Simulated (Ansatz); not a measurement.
# Resistivity from frozen vibrations: V(100) with 4 thermally displaced layers, 2x2, part 2 of 2

How much do lattice vibrations at 180 K scatter the electrons of V? Layers with random displacements are laid between perfect leads, and the resistance is followed against their length.

Ansatz 0.2.0; Ansatz plane-wave DFT, PBE, PAW files; ballistic transport by layer matching (Landauer), zero bias; PAW set soft_1.

So far, open channels per spin nearest the Fermi level: step 2 (with 4 displaced layers) 10.0.

## (3) With 8 displaced layers

Each atom of 8 layers is moved at random, by amounts drawn from a normal law 0.0631 Å wide in each direction from the Debye model (380 K) at 180 K. A fresh draw is used; the growth of the resistance with length is what counts.

System of this step: V(100) with 8 thermally displaced layers, 2x2. The cell holds 72 atoms: 72 V. Its edges and angles: a = 6.052 Å, b = 6.052 Å, c = 27.234 Å, α = 90.0°, β = 90.0°, γ = 90.0°. It derives from V. Regions: lead, 40 atoms (40 V); scattering region, 32 atoms (32 V). The structure is stacked along c, and the current runs across the ab planes.

input.yaml reads:

```yaml
crystal:
  lattice:
    - [6.052, 0.0, 0.0]
    - [0.0, 6.052, 0.0]
    - [0.0, 0.0, 27.234]
  atoms:
    - { symbol: V, position: [0.0, 0.0, 0.0277777778] }
    - { symbol: V, position: [0.0, 0.5, 0.0277777778] }
    - { symbol: V, position: [0.5, 0.0, 0.0277777778] }
    - { symbol: V, position: [0.5, 0.5, 0.0277777778] }
    - { symbol: V, position: [0.25, 0.25, 0.0833333333] }
    - { symbol: V, position: [0.25, 0.75, 0.0833333333] }
    - { symbol: V, position: [0.75, 0.25, 0.0833333333] }
    - { symbol: V, position: [0.75, 0.75, 0.0833333333] }
    - { symbol: V, position: [0.0, 0.0, 0.1388888889] }
    - { symbol: V, position: [0.0, 0.5, 0.1388888889] }
    - { symbol: V, position: [0.5, 0.0, 0.1388888889] }
    - { symbol: V, position: [0.5, 0.5, 0.1388888889] }
    - { symbol: V, position: [0.25, 0.25, 0.1944444444] }
    - { symbol: V, position: [0.25, 0.75, 0.1944444444] }
    - { symbol: V, position: [0.75, 0.25, 0.1944444444] }
    - { symbol: V, position: [0.75, 0.75, 0.1944444444] }
    - { symbol: V, position: [0.0, 0.0, 0.25] }
    - { symbol: V, position: [0.0, 0.5, 0.25] }
    - { symbol: V, position: [0.5, 0.0, 0.25] }
    - { symbol: V, position: [0.5, 0.5, 0.25] }
    - { symbol: V, position: [0.2687890806, 0.2637150935, 0.306383797] }
    - { symbol: V, position: [0.2373985586, 0.7499535483, 0.307076959] }
    - { symbol: V, position: [0.7365637995, 0.2541206908, 0.3065517796] }
    - { symbol: V, position: [0.7572589641, 0.7376509451, 0.3040220369] }
    - { symbol: V, position: [0.9954484578, 0.9878002459, 0.3651421564] }
    - { symbol: V, position: [0.9948281936, 0.5034307933, 0.3605118603] }
    - { symbol: V, position: [0.5165138897, 0.0137699206, 0.3625789278] }
    - { symbol: V, position: [0.4770198027, 0.5005426053, 0.3626955776] }
    - { symbol: V, position: [0.2604702209, 0.2435559055, 0.4208892411] }
    - { symbol: V, position: [0.2362293496, 0.7431009865, 0.4188336774] }
    - { symbol: V, position: [0.750511586, 0.270882764, 0.4171035664] }
    - { symbol: V, position: [0.7433964784, 0.7460624257, 0.4141378977] }
    - { symbol: V, position: [0.9866751937, 0.0065745022, 0.4735690941] }
    - { symbol: V, position: [0.0135008322, 0.4921302872, 0.4761367873] }
    - { symbol: V, position: [0.4970028606, 0.0164193559, 0.471219226] }
    - { symbol: V, position: [0.4923297139, 0.5026049882, 0.4746126505] }
    - { symbol: V, position: [0.2516791537, 0.243893575, 0.5246694546] }
    - { symbol: V, position: [0.2353836775, 0.7552424322, 0.530071472] }
    - { symbol: V, position: [0.7482865871, 0.2387955499, 0.5298010832] }
    - { symbol: V, position: [0.736646892, 0.7425634799, 0.5292170082] }
    - { symbol: V, position: [0.9765334893, 0.0040294122, 0.5819853605] }
    - { symbol: V, position: [0.0011396677, 0.4992105159, 0.5838017404] }
    - { symbol: V, position: [0.5072394538, 0.9920910332, 0.5866265084] }
    - { symbol: V, position: [0.5075723638, 0.5087992086, 0.586032946] }
    - { symbol: V, position: [0.2582136835, 0.2588028172, 0.6390640797] }
    - { symbol: V, position: [0.2351203097, 0.7485916274, 0.637105512] }
    - { symbol: V, position: [0.7351623599, 0.2526953799, 0.6375712558] }
    - { symbol: V, position: [0.7392602664, 0.7391226398, 0.6395109548] }
    - { symbol: V, position: [0.003740556, 0.0137917846, 0.6944121967] }
    - { symbol: V, position: [0.0108652489, 0.514624088, 0.6971099932] }
    - { symbol: V, position: [0.475332468, 0.012813827, 0.6952315256] }
    - { symbol: V, position: [0.5044194716, 0.5038714958, 0.6953314974] }
    - { symbol: V, position: [0.25, 0.25, 0.75] }
    - { symbol: V, position: [0.25, 0.75, 0.75] }
    - { symbol: V, position: [0.75, 0.25, 0.75] }
    - { symbol: V, position: [0.75, 0.75, 0.75] }
    - { symbol: V, position: [0.0, 0.0, 0.8055555556] }
    - { symbol: V, position: [0.0, 0.5, 0.8055555556] }
    - { symbol: V, position: [0.5, 0.0, 0.8055555556] }
    - { symbol: V, position: [0.5, 0.5, 0.8055555556] }
    - { symbol: V, position: [0.25, 0.25, 0.8611111111] }
    - { symbol: V, position: [0.25, 0.75, 0.8611111111] }
    - { symbol: V, position: [0.75, 0.25, 0.8611111111] }
    - { symbol: V, position: [0.75, 0.75, 0.8611111111] }
    - { symbol: V, position: [0.0, 0.0, 0.9166666667] }
    - { symbol: V, position: [0.0, 0.5, 0.9166666667] }
    - { symbol: V, position: [0.5, 0.0, 0.9166666667] }
    - { symbol: V, position: [0.5, 0.5, 0.9166666667] }
    - { symbol: V, position: [0.25, 0.25, 0.9722222222] }
    - { symbol: V, position: [0.25, 0.75, 0.9722222222] }
    - { symbol: V, position: [0.75, 0.25, 0.9722222222] }
    - { symbol: V, position: [0.75, 0.75, 0.9722222222] }
kpoints:
  mp_grid: { grid: [4, 4, 1] }
hamiltonian:
  xc: pbe
  pseudopotentials: { kind: paw, azcp: { folder: soft_1 } }
scf:
  occupations: { method: fermi_dirac, width: 0.1 }
output:
  transmission: { leads: [[0, 4]], kmesh: [8, 8], e_range: [-0.05, 0.05], de: 0.05 }
  write_potential: true
  write_density: true
  volumetric_format: npy
```

Run with:

```console
ansatz run input.yaml --threads 4 --pin off --max-ram 15360MiB --backend cpu --events-out ev --progress --plain --runs-dir out
```

Numbers of over 12 decimals in the logs are rounded to 6 here.

Output:

```text
[...]
Crystal: 72 atoms, lattice volume = 997.492 Å³
Basis set: ecut = 420 eV, 19487 PW (Γ)
Bands: 562, of which v1, the nominal top of the filled ones, is band 468 counted from 1 (467 counted from 0)
Symmetry: 1 space group operations
[...]
k-points: 10 of 16 (time reversal used)
[...]
SCF iter   1: F=—  HF=-209712.880976 eV  |F-HF|=—  |Δ(HF+E_count)|=         —  Δρ=8.20e-2  dr2=8.22e1  ethr=3.10e-3  ⟨swp⟩=6.3  Hψ=20253  notcnv=0
[...]
SCF iter  10: F=-209694.315728 eV  HF=-209694.315728 eV  |F-HF|=2.61e-8  |Δ(HF+E_count)|=   2.12e-8  Δρ=1.33e-6  dr2=2.73e-8  ethr=1.07e-11  ⟨swp⟩=9.5  Hψ=14056  notcnv=0
SCF 1 converged in 10 iterations: F = -209694.315728 eV  dr2 = 2.73e-8
[...]
transmission: 117 of 1156 steps passed
transmission: 237 of 1156 steps passed
[...]
transmission: 1156 of 1156 steps passed
SCF converged after 10 iterations
Free energy (F): -209694.315728 eV
[...]
Internal energy: -209690.242284 eV  (E = F + TS)
E sigma→0 (E₀):  -209692.279006 eV
Entropy (-TS):   -4.073444 eV (-56.576 meV/atom)
Fermi energy:    16.064918 eV
[...]
--- Band table (eV; the first three rows and the last of 10) ---
  k-point 0: bands = [... 464 lower, 16.4351, 16.4360, 16.4418, 16.4433, 16.4485, 16.4543, 16.4751, 16.4804, ... 90 higher]
  k-point 1: bands = [... 464 lower, 16.2352, 16.2498, 16.2574, 16.2653, 16.2867, 16.3026, 16.3246, 16.3456, ... 90 higher]
  k-point 2: bands = [... 464 lower, 15.9753, 15.9892, 15.9940, 15.9968, 16.0055, 16.0085, 16.0196, 16.0237, ... 90 higher]
  k-point 9: bands = [... 464 lower, 15.5756, 15.5825, 15.5878, 15.5959, 15.6066, 15.6087, 15.6194, 15.6199, ... 90 higher]
--- Transmission ---
  basis      : 325 plane waves across, 34 finite elements along
  points     : 34, standing for a mesh of 8 x 8
[...]
channels       : 1.004688e1 a spin
[...]
junction   : crystal 0 to crystal 0, 0.70 to 26.42 Å
    transmission   : 6.445953e0 a spin
[...]
```

Wall time 17 min (4 threads of Arm Neoverse V2, shared host); peak memory 9.8 GiB; 57 min of CPU time.

This step gave:

```yaml
free_energy: -209694.3157 eV
energy_at_zero_smearing: -209692.2790 eV
fermi_energy: 16.06 eV
transmission_per_spin_nearest_the_fermi_level: 6.446
step_of_the_lead_s_potential: 0.7 meV
```

Per spin. Transmission, zone mean against energy, zero at the Fermi level:

```csv
energy (eV),"transmission, zone mean"
-0.0500,6.60
0.0000,6.45
0.0500,6.10
```

Over the solved energies the transmission per spin lies between 6.10 and 6.60, out of 9.90 channels of the lead on average (up to 10.4).

## (4) With 12 displaced layers

Each atom of 12 layers is moved at random, by amounts drawn from a normal law 0.0631 Å wide in each direction from the Debye model (380 K) at 180 K. A fresh draw is used; the growth of the resistance with length is what counts.

System of this step: V(100) with 12 thermally displaced layers, 2x2. The cell holds 88 atoms: 88 V. Cell: a = 6.052 Å, b = 6.052 Å, c = 33.286 Å, α = 90.0°, β = 90.0°, γ = 90.0°. It derives from V. Regions: lead, 40 atoms (40 V); scattering region, 48 atoms (48 V). The structure is stacked along c, and the current runs across the ab planes.

input.yaml reads:

```yaml
crystal:
  lattice:
    - [6.052, 0.0, 0.0]
    - [0.0, 6.052, 0.0]
    - [0.0, 0.0, 33.286]
  atoms:
    - { symbol: V, position: [0.0, 0.0, 0.0227272727] }
    - { symbol: V, position: [0.0, 0.5, 0.0227272727] }
    - { symbol: V, position: [0.5, 0.0, 0.0227272727] }
    - { symbol: V, position: [0.5, 0.5, 0.0227272727] }
    - { symbol: V, position: [0.25, 0.25, 0.0681818182] }
    - { symbol: V, position: [0.25, 0.75, 0.0681818182] }
    - { symbol: V, position: [0.75, 0.25, 0.0681818182] }
    - { symbol: V, position: [0.75, 0.75, 0.0681818182] }
    - { symbol: V, position: [0.0, 0.0, 0.1136363636] }
    - { symbol: V, position: [0.0, 0.5, 0.1136363636] }
    - { symbol: V, position: [0.5, 0.0, 0.1136363636] }
    - { symbol: V, position: [0.5, 0.5, 0.1136363636] }
    - { symbol: V, position: [0.25, 0.25, 0.1590909091] }
    - { symbol: V, position: [0.25, 0.75, 0.1590909091] }
    - { symbol: V, position: [0.75, 0.25, 0.1590909091] }
    - { symbol: V, position: [0.75, 0.75, 0.1590909091] }
    - { symbol: V, position: [0.0, 0.0, 0.2045454545] }
    - { symbol: V, position: [0.0, 0.5, 0.2045454545] }
    - { symbol: V, position: [0.5, 0.0, 0.2045454545] }
    - { symbol: V, position: [0.5, 0.5, 0.2045454545] }
    - { symbol: V, position: [0.2533311409, 0.2462569269, 0.2463941862] }
    - { symbol: V, position: [0.2488641385, 0.7416179561, 0.2520481678] }
    - { symbol: V, position: [0.7469884813, 0.2508705566, 0.2483890072] }
    - { symbol: V, position: [0.7446747663, 0.7498797228, 0.247183484] }
    - { symbol: V, position: [0.0031358168, 0.9988937824, 0.2932062254] }
    - { symbol: V, position: [0.974989055, 0.5053505725, 0.2948902771] }
    - { symbol: V, position: [0.4944725921, 0.9975371656, 0.298898883] }
    - { symbol: V, position: [0.4994806304, 0.5009033441, 0.2926348103] }
    - { symbol: V, position: [0.2671799442, 0.2595683959, 0.3429321752] }
    - { symbol: V, position: [0.2504971744, 0.7595597066, 0.3416124672] }
    - { symbol: V, position: [0.7563948912, 0.2484127939, 0.3381143566] }
    - { symbol: V, position: [0.7607298252, 0.7298204879, 0.3404541315] }
    - { symbol: V, position: [0.9978670542, 0.9891241097, 0.3875262188] }
    - { symbol: V, position: [0.9979107804, 0.4954439413, 0.3873493419] }
    - { symbol: V, position: [0.495029802, 0.0144855415, 0.3870300531] }
    - { symbol: V, position: [0.4950532259, 0.4797234434, 0.3838839209] }
    - { symbol: V, position: [0.261334456, 0.249472255, 0.4312813301] }
    - { symbol: V, position: [0.2671373166, 0.7366233717, 0.4307076782] }
    - { symbol: V, position: [0.7450714276, 0.2561148564, 0.4305600098] }
    - { symbol: V, position: [0.7436027229, 0.7332600479, 0.4332011484] }
    - { symbol: V, position: [0.0084071516, 0.9950319117, 0.4775824467] }
    - { symbol: V, position: [0.9865191151, 0.495079505, 0.4798855493] }
    - { symbol: V, position: [0.5014155231, 0.0240945635, 0.4757800802] }
    - { symbol: V, position: [0.5060517316, 0.4979610881, 0.4783456111] }
    - { symbol: V, position: [0.2499247934, 0.2441473177, 0.5210821284] }
    - { symbol: V, position: [0.2819754088, 0.7491933756, 0.5189033519] }
    - { symbol: V, position: [0.7432358053, 0.2570712126, 0.5217791744] }
    - { symbol: V, position: [0.7641879655, 0.7604539173, 0.5224384136] }
    - { symbol: V, position: [0.9950753043, 0.9895210248, 0.5668545663] }
    - { symbol: V, position: [0.9846367294, 0.5125605357, 0.5711980489] }
    - { symbol: V, position: [0.4868998542, 0.9876763394, 0.5648284284] }
    - { symbol: V, position: [0.4899480549, 0.4676043056, 0.5660158691] }
    - { symbol: V, position: [0.2635254087, 0.2463950137, 0.6152567961] }
    - { symbol: V, position: [0.2449005876, 0.7683618337, 0.6140141137] }
    - { symbol: V, position: [0.746016134, 0.2766189901, 0.6130211115] }
    - { symbol: V, position: [0.7372639765, 0.7521057004, 0.613562726] }
    - { symbol: V, position: [0.0111205985, 0.9903883665, 0.6606167849] }
    - { symbol: V, position: [0.0088932336, 0.493036752, 0.6594004466] }
    - { symbol: V, position: [0.491336166, 0.0244642118, 0.6577557445] }
    - { symbol: V, position: [0.4952749292, 0.4888844755, 0.6584346061] }
    - { symbol: V, position: [0.2499387195, 0.2580072007, 0.7033878713] }
    - { symbol: V, position: [0.2480625809, 0.7352275656, 0.7029765636] }
    - { symbol: V, position: [0.7787400579, 0.2608590273, 0.7030637458] }
    - { symbol: V, position: [0.7360524099, 0.7398257384, 0.7045043251] }
    - { symbol: V, position: [0.0003621728, 0.9922371333, 0.7475604429] }
    - { symbol: V, position: [0.0148338517, 0.5047105851, 0.7492897573] }
    - { symbol: V, position: [0.497698745, 0.9944775766, 0.7444327742] }
    - { symbol: V, position: [0.5012062263, 0.488835393, 0.7480987454] }
    - { symbol: V, position: [0.25, 0.25, 0.7954545455] }
    - { symbol: V, position: [0.25, 0.75, 0.7954545455] }
    - { symbol: V, position: [0.75, 0.25, 0.7954545455] }
    - { symbol: V, position: [0.75, 0.75, 0.7954545455] }
    - { symbol: V, position: [0.0, 0.0, 0.8409090909] }
    - { symbol: V, position: [0.0, 0.5, 0.8409090909] }
    - { symbol: V, position: [0.5, 0.0, 0.8409090909] }
    - { symbol: V, position: [0.5, 0.5, 0.8409090909] }
    - { symbol: V, position: [0.25, 0.25, 0.8863636364] }
    - { symbol: V, position: [0.25, 0.75, 0.8863636364] }
    - { symbol: V, position: [0.75, 0.25, 0.8863636364] }
    - { symbol: V, position: [0.75, 0.75, 0.8863636364] }
    - { symbol: V, position: [0.0, 0.0, 0.9318181818] }
    - { symbol: V, position: [0.0, 0.5, 0.9318181818] }
    - { symbol: V, position: [0.5, 0.0, 0.9318181818] }
    - { symbol: V, position: [0.5, 0.5, 0.9318181818] }
    - { symbol: V, position: [0.25, 0.25, 0.9772727273] }
    - { symbol: V, position: [0.25, 0.75, 0.9772727273] }
    - { symbol: V, position: [0.75, 0.25, 0.9772727273] }
    - { symbol: V, position: [0.75, 0.75, 0.9772727273] }
kpoints:
  mp_grid: { grid: [4, 4, 1] }
hamiltonian:
  xc: pbe
  pseudopotentials: { kind: paw, azcp: { folder: soft_1 } }
scf:
  occupations: { method: fermi_dirac, width: 0.1 }
output:
  transmission: { leads: [[0, 4]], kmesh: [8, 8], e_range: [-0.05, 0.05], de: 0.05 }
  write_potential: true
  write_density: true
  volumetric_format: npy
```

Output:

```text
[...]
Crystal: 88 atoms, lattice volume = 1219.156 Å³
Basis set: ecut = 420 eV, 23843 PW (Γ)
Bands: 687, of which v1, the nominal top of the filled ones, is band 572 counted from 1 (571 counted from 0)
Symmetry: 1 space group operations
[...]
k-points: 10 of 16 (time reversal used)
[...]
SCF iter   1: F=—  HF=-256315.435730 eV  |F-HF|=—  |Δ(HF+E_count)|=         —  Δρ=8.41e-2  dr2=1.14e2  ethr=3.10e-3  ⟨swp⟩=6.2  Hψ=25422  notcnv=0
[...]
SCF iter  10: F=-256292.115736 eV  HF=-256292.115736 eV  |F-HF|=6.58e-8  |Δ(HF+E_count)|=   3.45e-8  Δρ=2.09e-6  dr2=6.89e-8  ethr=8.74e-12  ⟨swp⟩=10.7  Hψ=17349  notcnv=0
SCF 1 converged in 10 iterations: F = -256292.115736 eV  dr2 = 6.89e-8
[...]
transmission: 150 of 1428 steps passed
transmission: 294 of 1428 steps passed
[...]
transmission: 1428 of 1428 steps passed
SCF converged after 10 iterations
Free energy (F): -256292.115736 eV
[...]
Internal energy: -256287.118786 eV  (E = F + TS)
E sigma→0 (E₀):  -256289.617261 eV
Entropy (-TS):   -4.996950 eV (-56.784 meV/atom)
Fermi energy:    16.065303 eV
[...]
--- Band table (eV; the first three rows and the last of 10) ---
  k-point 0: bands = [... 568 lower, 16.4856, 16.4984, 16.5014, 16.5183, 16.5208, 16.5266, 16.5409, 16.5437, ... 111 higher]
  k-point 1: bands = [... 568 lower, 16.2662, 16.2786, 16.2922, 16.3014, 16.3160, 16.3194, 16.3342, 16.3452, ... 111 higher]
  k-point 2: bands = [... 568 lower, 15.9573, 15.9667, 15.9855, 16.0018, 16.0094, 16.0170, 16.0436, 16.0488, ... 111 higher]
  k-point 9: bands = [... 568 lower, 15.5979, 15.6056, 15.6112, 15.6160, 15.6253, 15.6315, 15.6375, 15.6410, ... 111 higher]
--- Transmission ---
  basis      : 325 plane waves across, 42 finite elements along
  points     : 34, standing for a mesh of 8 x 8
[...]
channels       : 1.004688e1 a spin
[...]
junction   : crystal 0 to crystal 0, 0.70 to 32.47 Å
    transmission   : 5.388466e0 a spin
[...]
```

The job ended after 24 min (4 threads; peak memory 7.2 GiB).

Numbers from this step:

```yaml
free_energy: -256292.1157 eV
energy_at_zero_smearing: -256289.6173 eV
fermi_energy: 16.07 eV
transmission_per_spin_nearest_the_fermi_level: 5.388
step_of_the_lead_s_potential: 2.4 meV
```

Per spin. Table of transmission, zone mean by energy, zero at the Fermi level:

```csv
energy (eV),"transmission, zone mean"
-0.0500,5.48
0.0000,5.39
0.0500,5.18
```

Over the solved energies the transmission per spin lies between 5.18 and 5.48, out of 9.90 channels of the lead on average (up to 10.4).

## (5) The fit

This step: Ansatz plane-wave DFT, PBE, PAW files; ballistic transport by layer matching (Landauer), zero bias; resistivity from the slope of the area resistance; PAW set soft_1 (Ansatz 0.2.0).

Numbers from this step:

```
resistivity           : 22.66 µΩ cm
intercept             : -0.007290 fΩ m²
scatter about the fit : 0.002725 fΩ m²
```

Resistance, by row:

```csv
run,length (Å),T,channels N,RA (fΩ m²)
n4,6.052,7.811,9.984,0.1317
n8,12.1,6.384,9.901,0.2631
n12,18.16,5.351,9.901,0.406
```

The area resistance by length of the displaced region:

```csv
length of the displaced region (Å),area resistance (fΩ m²)
6.05,0.132
12.10,0.263
18.16,0.406
```

The area resistance goes from 0.13 to 0.41 fΩ m² between 6.1 and 18.2 Å, a slope of 23 µΩ cm.

By hand from the end points: (0.4060 − 0.1317) fΩ m² / (18.16 − 6.05) Å = 23 µΩ cm, since 1 fΩ m² per Å is 1000 µΩ cm.

## (6) What came out

| Property | Result |
| --- | --- |
| resistivity from the slope | 22.7 µΩ cm |
| area resistance over 6.05 Å | 0.132 fΩ m² |
| area resistance over 12.1 Å | 0.263 fΩ m² |
| area resistance over 18.2 Å | 0.406 fΩ m² |

The slope gives 23 µΩ cm. The points scatter by 0.0027 fΩ m² about the line, with one random draw a length in a 2x2 cell, so the slope is a rough value. The mean square of the displacements drawn is 0.78, 0.99 and 1.2 of the nominal one at the three lengths; with each resistance scaled back by that, the slope is 15 µΩ cm, the value used below. Read with a model of isotropic scattering on a spherical Fermi surface and the lead's 2.1×10¹⁵ S/m², this slope means a mean free path near 26 Å; over these lengths the model's slope is 1.06 times its bulk resistivity, which would be 14 µΩ cm. Uncorrelated displacements put too much weight on short waves, which scatter strongly; with the sideways repeat of a small cell, one draw and three short lengths, the method is good to a factor of two or three.

[Logs are printed without paths, hosts, clocks, repeated set-up lines and the standing remarks that a program may print on its own settings, such as how far it seeks lower states.]

[Hosts, paths, dates, database ids (printed as entryN), source tags and the programs' standing remarks are cut or masked in the printed files.]
